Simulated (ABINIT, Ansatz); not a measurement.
# Al2O3 (Corundum): one start, several treatments of the self-energy

Wanted: the gap of Al2O3 (Corundum) under several approximations, with cost.

Main program and level: ABINIT 10.8.3; PBE and many-body steps on it, plane waves.

**What was measured.**

- Gap 8.7 eV: optical band gap of host from absorption; optical absorption, quoted from earlier work; bulk crystal (high-purity reference sample) (quoted in “Multi-petahertz electron interference in Cr:Al2O3 solid-state material”, 2018, pmc:5906618).

**1. The structure**

Symmetry: R-3c, No. 167, trigonal system. The conventional cell has a = 4.760 Å, b = 4.760 Å, c = 12.996 Å, α = 90.00°, β = 90.00°, γ = 120.00°. Nearest to Al lie 6 O at 1.85 to 1.97 Å. Nearest to O lie 4 Al at 1.85 to 1.97 Å. Farther neighbours and most contacts between anions are not listed.

Coordinates:

```cif
data_structure
_symmetry_space_group_name_H-M 'R-3c:H'
_symmetry_Int_Tables_number 167
_cell_length_a 4.7605
_cell_length_b 4.7605
_cell_length_c 12.9956
_cell_angle_alpha 90.000
_cell_angle_beta 90.000
_cell_angle_gamma 120.000
_cell_volume 255.05
loop_
_atom_site_label
_atom_site_type_symbol
_atom_site_symmetry_multiplicity
_atom_site_Wyckoff_symbol
_atom_site_fract_x
_atom_site_fract_y
_atom_site_fract_z
_atom_site_occupancy
Al1 Al 12 c 0.66667 0.33333 0.18549 1
O1 O 18 e 0.64001 0.66667 0.41667 1
```

The cell and positions come from the Crystallography Open Database and are kept as given unless a step says otherwise.

**2. Empty states on the mesh, 4×4×4 mesh, 303 bands**

This step: ABINIT 10.8.3; DFT, PBE, plane waves, norm-conserving pseudopotentials.

The sums over transitions need many empty states on a uniform mesh; this step solves for them.

The input, run.abi:

```
acell 3*1.0 Angstrom
rprim 
  2.380249999995 1.374237978213 4.331866666707
  -2.380249999995 1.374237978213 4.331866666707
  -0.000000000000 -2.748475956495 4.331866666685
ntypat 2
znucl 13 8
natom 10
typat 1 1 1 1 2 2 2 2 2 2
xred 
  0.352160000000 0.352160000000 0.352160000000
  0.147840000000 0.147840000000 0.147840000000
  0.647840000000 0.647840000000 0.647840000000
  0.852160000000 0.852160000000 0.852160000000
  0.556680000000 0.943320000000 0.250000000000
  0.250000000000 0.556680000000 0.943320000000
  0.943320000000 0.250000000000 0.556680000000
  0.443320000000 0.056680000000 0.750000000000
  0.750000000000 0.443320000000 0.056680000000
  0.056680000000 0.750000000000 0.443320000000
pp_dirpath "pseudos"
pseudos "Al.upf, O.upf"
ecut 36
ngkpt 4 4 4
nshiftk 1
shiftk 0 0 0
kptopt 1
chksymbreak 0
iscf -2
irdden 1
istwfk *1
nband 303
nbdbuf 26
tolwfr 1e-09
nstep 60
prtvol 0
indata_prefix "in"
outdata_prefix "out"
tmpdata_prefix "tmp"
```

The run is started by

```
OMP_NUM_THREADS=1 mpirun -n 4 abinit run.abi > log
```

Numbers of over 12 decimals in the logs are rounded to 6 here.

Output:

```text
.Version 10.8.3 of ABINIT. v10.8.2 released Aug 2026.

 Symmetries : space group R-3 c (#167); Bravais hR (rhombohedral)
[... echo of the input left out ...]
== DATASET  1 ==================================================================
-   mpi_nproc: 4, omp_nthreads: 1 (-1 if OMP is not activated)

--- !DatasetInfo
iteration_state: {dtset: 1, }
dimensions: {natom: 10, nkpt: 13, mband: 303, nsppol: 1, nspinor: 1, nspden: 1, mpw: 5940, }
cutoff_energies: {ecut:  36.0, pawecutdg:  -1.0, }
[...]
4.22133    4.23524    4.23524    4.24227    4.24543    4.25156    4.26465    4.26948
   4.31092    4.34629    4.34629    4.35514    4.36432    4.36432    4.39309    4.39310
   4.40114    4.40117    4.43089    4.45066    4.45087    4.47804    4.49964
 prteigrs : prtvol=0 or 1, do not print more k-points.

== END DATASET(S) ==============================================================
================================================================================

 -outvars: echo values of variables after computation  --------
            nband         303
             nkpt          13
          spgroup         167
 [... the other variables as echoed above ...]

 Calculation completed.
```

Elapsed: 7.2 min, on 4 MPI ranks of Arm Neoverse V1, shared host; peak memory 0.75 GiB.

This step gave:

```yaml
gap: 6.266 eV
k_of_the_valence_top: 0, 0, 0
k_of_the_conduction_bottom: 0, 0, 0
least_direct_gap: 6.266 eV
k_points_computed: 13
lowest_point_of_the_top_converged_band_above_the_valence_top: 107.8716 eV
```

On this mesh the gap is 6.266 eV.

The density comes from a self-consistent run that is not shown.

**3. Screening, 4×4×4 mesh, 127 bands, screening to 141.5 eV**

The RPA dielectric matrix is built and inverted for each q.

This step: RPA screening on PBE, plane waves, norm-conserving pseudopotentials.

run.abi: that of step 2 with these lines changed.

```diff
@@ -28,10 +28,11 @@
 chksymbreak 0
-iscf -2
-irdden 1
 istwfk *1
-nband 303
-nbdbuf 26
-tolwfr 1e-09
-nstep 60
-prtvol 0
+occopt 1
+irdwfk 1
+optdriver 3
+nband 127
+ecuteps 5.2
+inclvkb 2
+awtr 1
+symchi 1
 indata_prefix "in"
```

Output:

```text
.Version 10.8.3 of ABINIT. v10.8.2 released Aug 2026.

 Symmetries : space group R-3 c (#167); Bravais hR (rhombohedral)
[... echo of the input left out ...]
== DATASET  1 ==================================================================
-   mpi_nproc: 4, omp_nthreads: 1 (-1 if OMP is not activated)

--- !DatasetInfo
iteration_state: {dtset: 1, }
dimensions: {natom: 10, nkpt: 13, mband: 127, nsppol: 1, nspinor: 1, nspden: 1, mpw: 5940, }
cutoff_energies: {ecut:  36.0, pawecutdg:  -1.0, }
electrons: {nelect:   4.80000000E+01, charge:   0.00000000E+00, occopt:   1.00000000E+00, tsmear:   1.00000000E-02, }

 SCREENING: Calculation of the susceptibility and dielectric matrices

 Based on a program developped by R.W. Godby, V. Olevano, G. Onida, and L. Reining.
 Incorporated in ABINIT by V. Olevano, G.-M. Rignanese, and M. Torrent.
.Using double precision arithmetic ; gwpc =  8

[... cell and pseudopotentials left out ...]
--------------------------------------------------------------------------------

 ==== K-mesh for the wavefunctions ====
 Number of points in the irreducible wedge :    13
[... list of points left out ...]
 Together with 12 symmetry operations and time-reversal symmetry
 yields    64 points in the full Brillouin Zone.

 ==== Q-mesh for the screening function ====
 Number of points in the irreducible wedge :    13
[... list of points left out ...]
 Together with 12 symmetry operations and time-reversal symmetry
 yields    64 points in the full Brillouin Zone.

 setmesh: FFT mesh size selected  =    40x   40x   40
          total number of points  =        64000

 vcoul_init : cutoff-mode = AUXILIARY_FUNCTION
 q-points for optical limit:   1
     1)      0.000010    0.000020    0.000030

- screening: taking advantage of time-reversal symmetry
- Maximum band index for partially occupied states nbvw = 24
- Remaining bands to be divided among processors   nbcw = 103
- Number of bands treated by each node ~25

 Number of electrons calculated from density =   48.0000; Expected =   48.0000
 average of density, n =  0.083663
 r_s =    1.4184
 omega_plasma =   27.9012 [eV]

 calculating chi0 at frequencies [eV] :
  1    0.000000E+00    0.000000E+00
  2    0.000000E+00    2.790117E+01

--------------------------------------------------------------------------------
  q-point number  1        q = ( 0.000000, 0.000000, 0.000000) [r.l.u.]
--------------------------------------------------------------------------------
[... chi0 elements left out ...]
 For q-point:  0.000010 0.000020 0.000030
  dielectric constant =   3.0310
  dielectric constant without local fields =   3.2465

  Average fulfillment of the sum rule on Im[epsilon] for q-point    1 :     56.41  [%]
[... wings left out ...]
  q-point number  2        q = ( 0.250000, 0.000000, 0.000000) [r.l.u.]
--------------------------------------------------------------------------------
[... chi0 elements left out ...]
  Average fulfillment of the sum rule on Im[epsilon] for q-point    2 :     67.51  [%]

 [... 11 further q-points ...]
```

Elapsed: 6.3 min, on 4 MPI ranks; peak memory 3.3 GiB; 25 min of CPU time.

This step gave:

| Item | Value |
| --- | --- |
| ε∞ with local fields, on this mesh, along the program's q direction | 3.031 |
| the same without local fields | 3.247 |
| plasma frequency | 27.90 eV |
| plane waves in the screening matrix | 321 |

Local fields lower ε∞ by 7 %.

**4. G0W0, Godby-Needs plasmon pole**

The self-energy is evaluated for the states that the input lists, and the levels follow from it, in one-shot runs by the linearised quasiparticle equation.

This step: G0W0 on PBE, plane waves, norm-conserving pseudopotentials.

run.abi: that of step 3 with these lines changed.

```diff
@@ -31,8 +31,15 @@
 irdwfk 1
-optdriver 3
+optdriver 4
 nband 127
+gwcalctyp 0
+ecutsigx 36
+symsigma 1
+nkptgw 1
+kptgw 
+  0.0000000000 0.0000000000 0.0000000000
+bdgw 
+  22 26
 ecuteps 5.2
-inclvkb 2
-awtr 1
-symchi 1
+irdscr 1
+ppmodel 1
 indata_prefix "in"
```

Output:

```text
.Version 10.8.3 of ABINIT. v10.8.2 released Aug 2026.

 Symmetries : space group R-3 c (#167); Bravais hR (rhombohedral)
[... echo of the input left out ...]
== DATASET  1 ==================================================================
-   mpi_nproc: 4, omp_nthreads: 1 (-1 if OMP is not activated)

--- !DatasetInfo
iteration_state: {dtset: 1, }
dimensions: {natom: 10, nkpt: 13, mband: 127, nsppol: 1, nspinor: 1, nspden: 1, mpw: 5940, }
cutoff_energies: {ecut:  36.0, pawecutdg:  -1.0, }
electrons: {nelect:   4.80000000E+01, charge:   0.00000000E+00, occopt:   1.00000000E+00, tsmear:   1.00000000E-02, }

 SIGMA: Calculation of the GW corrections

 Based on a program developped by R.W. Godby, V. Olevano, G. Onida, and L. Reining.
 Incorporated in ABINIT by V. Olevano, G.-M. Rignanese, and M. Torrent.
.Using double precision arithmetic ; gwpc =  8

[... cell and pseudopotentials left out ...]
--------------------------------------------------------------------------------

 ==== K-mesh for the wavefunctions ====
 Number of points in the irreducible wedge :    13
[... list of points left out ...]
 Together with 12 symmetry operations and time-reversal symmetry
 yields    64 points in the full Brillouin Zone.

 ==== Q-mesh for screening function ====
 Number of points in the irreducible wedge :    13
[... list of points left out ...]
 Together with 12 symmetry operations and time-reversal symmetry
 yields    64 points in the full Brillouin Zone.

 vcoul_init : cutoff-mode = AUXILIARY_FUNCTION
 q-points for optical limit:   1
     1)      0.000010    0.000020    0.000030
 setmesh: FFT mesh size selected  =    54x   54x   54
          total number of points  =       157464

 Number of electrons calculated from density =   48.0000; Expected =   48.0000
 average of density, n =  0.083663
 r_s =    1.4184
 omega_plasma =   27.9012 [eV]

 === KS Band Gaps ===
  >>>> For spin  1
   Minimum direct gap =   6.2663 [eV], located at k-point      :   0.0000  0.0000  0.0000
   Fundamental gap    =   6.2663 [eV], Top of valence bands at :   0.0000  0.0000  0.0000
                                       Bottom of conduction at :   0.0000  0.0000  0.0000
 SIGMA fundamental parameters:
 PLASMON POLE MODEL  1
 number of plane-waves for SigmaX                 5879
 number of plane-waves for SigmaC and W            321
 number of plane-waves for wavefunctions          5879
 number of bands                                   127
 number of independent spin polarizations            1
 number of spinorial components                      1
 number of k-points in IBZ                          13
 number of q-points in IBZ                          13
 number of symmetry operations                      12
 number of k-points in BZ                           64
 number of q-points in BZ                           64
 number of frequencies for dSigma/dE                 9
 frequency step for dSigma/dE [eV]                0.25
 number of omega for Sigma on real axis              0
 max omega for Sigma on real axis  [eV]           0.00
 zcut for avoiding poles [eV]                     0.10

 EPSILON^-1 parameters (SCR file):
 dimension of the eps^-1 matrix on file            321
 dimension of the eps^-1 matrix used               321
 number of plane-waves for wavefunctions          5879
 number of bands                                   127
 number of q-points in IBZ                          13
 number of frequencies                               2
 number of real frequencies                          1
 number of imag frequencies                          1

 matrix elements of self-energy operator (all in [eV])

 Perturbative Calculation

--- !SelfEnergy_ee
iteration_state: {dtset: 1, }
kpoint     : [   0.000,    0.000,    0.000, ]
spin       : 1
KS_gap     :    6.266
QP_gap     :    8.454
Delta_QP_KS:    2.187
data: !SigmaeeData |
     Band     E0 <VxcDFT>   SigX SigC(E0)      Z dSigC/dE  Sig(E)    E-E0       E
       22   5.137 -20.467 -25.963   4.416   0.818  -0.222 -21.350  -0.883   4.254
       23   5.137 -20.467 -25.963   4.416   0.818  -0.222 -21.350  -0.883   4.254
       24   5.182 -20.398 -25.833   4.364   0.819  -0.222 -21.274  -0.877   4.305
       25  11.448 -13.779  -8.892  -3.352   0.854  -0.170 -12.468   1.311  12.759
       26  14.369 -11.424  -6.101  -3.774   0.862  -0.160 -10.089   1.334  15.704

== END DATASET(S) ==============================================================
================================================================================

 -outvars: echo values of variables after computation  --------
           etotal      0.0000000000E+00
            nband         127
             nkpt          13
          spgroup         167
 [... the other variables as echoed above ...]

 Calculation completed.
```

The job ended after 15 s (4 MPI ranks; peak memory 2.1 GiB).

This step gave:

```yaml
g0w0_gap_on_the_points_computed: 8.454 eV
starting_gap_on_the_mesh: 6.266 eV
k_of_the_valence_top: 0, 0, 0
k_of_the_conduction_bottom: 0, 0, 0
z_at_the_valence_top: 0.819
z_at_the_conduction_bottom: 0.854
least_direct_g0w0_gap_on_the_computed_points: 8.454 eV
```

The gap on the mesh goes from 6.27 eV to 8.45 eV, a correction of +2.19 eV.

**5. G0W0, Hybertsen-Louie plasmon pole**

run.abi: that of step 4 with these lines changed.

```diff
@@ -43,3 +43,3 @@
 irdscr 1
-ppmodel 1
+ppmodel 2
 indata_prefix "in"
```

Output:

```text
.Version 10.8.3 of ABINIT. v10.8.2 released Aug 2026.

 Symmetries : space group R-3 c (#167); Bravais hR (rhombohedral)
[... echo of the input left out ...]
== DATASET  1 ==================================================================
-   mpi_nproc: 4, omp_nthreads: 1 (-1 if OMP is not activated)

--- !DatasetInfo
iteration_state: {dtset: 1, }
dimensions: {natom: 10, nkpt: 13, mband: 127, nsppol: 1, nspinor: 1, nspden: 1, mpw: 5940, }
cutoff_energies: {ecut:  36.0, pawecutdg:  -1.0, }
electrons: {nelect:   4.80000000E+01, charge:   0.00000000E+00, occopt:   1.00000000E+00, tsmear:   1.00000000E-02, }

 SIGMA: Calculation of the GW corrections

 Based on a program developped by R.W. Godby, V. Olevano, G. Onida, and L. Reining.
 Incorporated in ABINIT by V. Olevano, G.-M. Rignanese, and M. Torrent.
.Using double precision arithmetic ; gwpc =  8

[... cell and pseudopotentials left out ...]
--------------------------------------------------------------------------------

 ==== K-mesh for the wavefunctions ====
 Number of points in the irreducible wedge :    13
[... list of points left out ...]
 Together with 12 symmetry operations and time-reversal symmetry
 yields    64 points in the full Brillouin Zone.

 ==== Q-mesh for screening function ====
 Number of points in the irreducible wedge :    13
[... list of points left out ...]
 Together with 12 symmetry operations and time-reversal symmetry
 yields    64 points in the full Brillouin Zone.

 vcoul_init : cutoff-mode = AUXILIARY_FUNCTION
 q-points for optical limit:   1
     1)      0.000010    0.000020    0.000030
 setmesh: FFT mesh size selected  =    54x   54x   54
          total number of points  =       157464

 Number of electrons calculated from density =   48.0000; Expected =   48.0000
[...]
number of q-points in IBZ                          13
 number of symmetry operations                      12
 number of k-points in BZ                           64
 number of q-points in BZ                           64
 number of frequencies for dSigma/dE                 9
 frequency step for dSigma/dE [eV]                0.25
 number of omega for Sigma on real axis              0
 max omega for Sigma on real axis  [eV]           0.00
 zcut for avoiding poles [eV]                     0.10

 EPSILON^-1 parameters (SCR file):
 dimension of the eps^-1 matrix on file            321
 dimension of the eps^-1 matrix used               321
 number of plane-waves for wavefunctions          5879
 number of bands                                   127
 number of q-points in IBZ                          13
 number of frequencies                               2
 number of real frequencies                          1
 number of imag frequencies                          1

 matrix elements of self-energy operator (all in [eV])

 Perturbative Calculation

--- !SelfEnergy_ee
iteration_state: {dtset: 1, }
kpoint     : [   0.000,    0.000,    0.000, ]
spin       : 1
KS_gap     :    6.266
QP_gap     :    8.564
Delta_QP_KS:    2.298
data: !SigmaeeData |
     Band     E0 <VxcDFT>   SigX SigC(E0)      Z dSigC/dE  Sig(E)    E-E0       E
       22   5.137 -20.467 -25.963   4.108   0.864  -0.158 -21.665  -1.198   3.939
       23   5.137 -20.467 -25.963   4.108   0.864  -0.158 -21.665  -1.198   3.939
       24   5.182 -20.398 -25.833   4.063   0.864  -0.158 -21.583  -1.185   3.997
       25  11.448 -13.779  -8.892  -3.628   0.884  -0.131 -12.666   1.113  12.561
       26  14.369 -11.424  -6.101  -3.945   0.889  -0.125 -10.199   1.225  15.594

== END DATASET(S) ==============================================================
================================================================================

 -outvars: echo values of variables after computation  --------
           etotal      0.0000000000E+00
            nband         127
             nkpt          13
          spgroup         167
 [... the other variables as echoed above ...]

 Calculation completed.
```

Elapsed: 15 s, on 4 MPI ranks; peak memory 2.1 GiB; 58 s of CPU time.

This step gave:

```
G0W0 gap on the points computed              : 8.564 eV
starting gap on the mesh                     : 6.266 eV
k of the valence top                         : 0, 0, 0
k of the conduction bottom                   : 0, 0, 0
Z at the valence top                         : 0.864
Z at the conduction bottom                   : 0.884
least direct G0W0 gap on the computed points : 8.564 eV
```

Against G0W0 in ABINIT (4×4×4 mesh, 127 bands, screening to 141.5 eV, Godby-Needs plasmon pole), the gap moves by +0.110 eV.

**6. G0W0, Engel-Farid plasmon pole**

run.abi: that of step 5 with these lines changed.

```diff
@@ -43,3 +43,3 @@
 irdscr 1
-ppmodel 2
+ppmodel 4
 indata_prefix "in"
```

Output:

```text
.Version 10.8.3 of ABINIT. v10.8.2 released Aug 2026.

 Symmetries : space group R-3 c (#167); Bravais hR (rhombohedral)
[... echo of the input left out ...]
== DATASET  1 ==================================================================
-   mpi_nproc: 4, omp_nthreads: 1 (-1 if OMP is not activated)

--- !DatasetInfo
iteration_state: {dtset: 1, }
dimensions: {natom: 10, nkpt: 13, mband: 127, nsppol: 1, nspinor: 1, nspden: 1, mpw: 5940, }
cutoff_energies: {ecut:  36.0, pawecutdg:  -1.0, }
[...]
24   5.182 -20.398 -25.833   4.298   0.831  -0.203 -21.343  -0.945   4.237
       25  11.448 -13.779  -8.892  -3.440   0.866  -0.154 -12.526   1.253  12.701
       26  14.369 -11.424  -6.101  -3.859   0.873  -0.146 -10.147   1.277  15.646

== END DATASET(S) ==============================================================
================================================================================

 -outvars: echo values of variables after computation  --------
           etotal      0.0000000000E+00
            nband         127
             nkpt          13
          spgroup         167
 [... the other variables as echoed above ...]

 Calculation completed.
```

Elapsed: 10 s, on 4 MPI ranks; peak memory 2 GiB; 40 s of CPU time.

Numbers from this step:

| Quantity | Value |
| --- | --- |
| G0W0 gap on the points computed | 8.464 eV |
| starting gap on the mesh | 6.266 eV |
| k of the valence top | 0, 0, 0 |
| k of the conduction bottom | 0, 0, 0 |
| least direct G0W0 gap on the computed points | 8.464 eV |

Against G0W0 in ABINIT (4×4×4 mesh, 127 bands, screening to 141.5 eV, Godby-Needs plasmon pole), the gap moves by +0.010 eV.

[end of part 1 of 2]

[Paths, hosts, dates, memory and timing lines, banners, echoed tables and standing remarks are left out of the program output.]

[Logs are printed without paths, hosts, clocks, repeated set-up lines and the standing remarks that a program may print on its own settings, such as how far it seeks lower states.]

[Runs of the session that timed out or met a known fault of the program may be left out.]

[Hosts, paths, dates, database ids (printed as entryN), source tags and the programs' standing remarks are cut or masked in the printed files.]

[G0W0 gaps are taken among the corrected bands and points alone; a level outside them can change the order at an edge.]

[Where Ansatz stands beside ABINIT at settings called matched, ABINIT's density can come from a denser mesh and the files from another edition; pairs whose starting gaps differed by over 0.03 eV were left out, so agreement reads better than it is.]
